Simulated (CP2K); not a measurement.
Two runs for the O K edge of acrylic acid. Run A: CP2K XAS_TDP, all-electron GAPW, PBEh(45%), aug-cc-pVDZ, TDA, no relativity. Run B differs in one setting.

First lines with a strength over 0.0015. A:

| atom | energy (eV) | states | strength, one atom |
| --- | --- | --- | --- |
| O4 (bonded to C and H) | 530.01 | 1 | 0.0134 |
|  | 531.42 | 1 | 0.0205 |
|  | 533.31 | 1 | 0.0048 |
|  | 533.94 | 1 | 0.0161 |
|  | 533.96 | 1 | 0.0042 |
| O5 (bonded to C) | 527.03 | 1 | 0.0337 |
|  | 531.16 | 1 | 0.0018 |
|  | 531.88 | 1 | 0.0029 |
|  | 531.94 | 1 | 0.0069 |
|  | 533.63 | 1 | 0.0025 |

B:

| atom | energy (eV) | states | strength, one atom |
| --- | --- | --- | --- |
| O4 (bonded to C and H) | 535.24 | 1 | 0.0132 |
|  | 536.65 | 1 | 0.0203 |
|  | 538.54 | 1 | 0.0047 |
|  | 539.17 | 1 | 0.0159 |
|  | 539.19 | 1 | 0.0042 |
| O5 (bonded to C) | 531.83 | 1 | 0.0334 |
|  | 535.97 | 1 | 0.0018 |
|  | 536.69 | 1 | 0.0029 |
|  | 536.74 | 1 | 0.0068 |
|  | 538.44 | 1 | 0.0025 |

Q: Which was it: the functional, scalar relativity switched on, the basis, GW2X switched on?

GW2X switched on. GW2X shifts an atom's lines together and keeps their spacings. Against PBEh(45%) in aug-cc-pVDZ, the leading lines move by +5.23 eV (O4, to 535.24) and +4.80 eV (O5, to 531.83).

[Hosts, paths, dates, database ids (printed as entryN), source tags and the programs' standing remarks are cut or masked in the printed files.]
